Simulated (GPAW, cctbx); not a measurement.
# What do these deviations say about the bonding?

CdNiGe, P6_3/mmc (no. 194), a = 4.5800 Å, b = 4.5800 Å, c = 5.5695 Å, α = 90.00°, β = 90.00°, γ = 120.00°.

```csv
atom,mult.,x,y,z
Cd1,2,1/3,2/3,3/4
Ge1,2,1/3,2/3,1/4
Ni1,2,0,0,1/2
```

The cell comes from substitution in a known structure type and wasn't matched to any measured phase.

Absolute values of the static structure factors of the conventional cell from DFT (PBE, GPAW) against free spherical atoms, in electrons:

| hkl | d (Å) | free atoms | crystal |
| --- | --- | --- | --- |
| 100 | 3.966 | 22.11 | 21.60 |
| 101 | 3.231 | 24.79 | 24.55 |
| 002 | 2.785 | 87.27 | 86.78 |
| 110 | 2.290 | 168.13 | 168.09 |
| 102 | 2.279 | 105.29 | 105.38 |
| 200 | 1.983 | 19.10 | 18.83 |
| 201 | 1.868 | 20.45 | 20.51 |
| 112 | 1.769 | 75.21 | 74.95 |
| 103 | 1.681 | 19.37 | 19.43 |
| 202 | 1.615 | 91.02 | 91.14 |

**Question.** Which way does charge move, and which reflections show it best?

Project each element's phase sum on the total phase. |F| rises if density moves to atoms that scatter in phase and falls if it moves to atoms that scatter against it; the rule is for low angles, since changes of shape take over beyond. Where all elements are in phase the terms compete, and the compactness of the donor's and the acceptor's density matters too.

| hkl | Cd in phase | Ge in phase | Ni in phase | change (e) | (%) |
| --- | --- | --- | --- | --- | --- |
| 100 | +1.0 | +1.0 | -2.0 | -0.51 | -2.3 |
| 101 | +1.7 | -1.7 | 0.0 | -0.24 | -1.0 |
| 002 | +2.0 | +2.0 | -2.0 | -0.49 | -0.6 |
| 110 | +2.0 | +2.0 | +2.0 | -0.05 | 0.0 |
| 102 | +1.0 | +1.0 | +2.0 | +0.09 | +0.1 |
| 200 | +1.0 | +1.0 | -2.0 | -0.27 | -1.4 |
| 201 | +1.7 | -1.7 | 0.0 | +0.06 | +0.3 |
| 112 | +2.0 | +2.0 | -2.0 | -0.26 | -0.3 |

Low-angle reflections that set elements apart and change by more than 0.05 e: 100, 101, 002, 200, 201 and 112. The signs fit a gain of density on Ge and Ni and a loss on Cd, apart from 201. The best witness is 100, -2.3 %, where Ni enters with -2.0. The real-space density agrees: Voronoi charges Cd +0.26, Ge -0.06, Ni -0.21 e. The shortest bond, Cd–Ge, has Δρ = +0.02 e/Å³ at its midpoint.

[Outputs are excerpts: Python notices, other lines and further rows are left out; steps that failed or that the build refused (PBEsol, TPSS) are not shown.]

[Logs are printed without paths, hosts, clocks, repeated set-up lines and the standing remarks that a program may print on its own settings, such as how far it seeks lower states.]
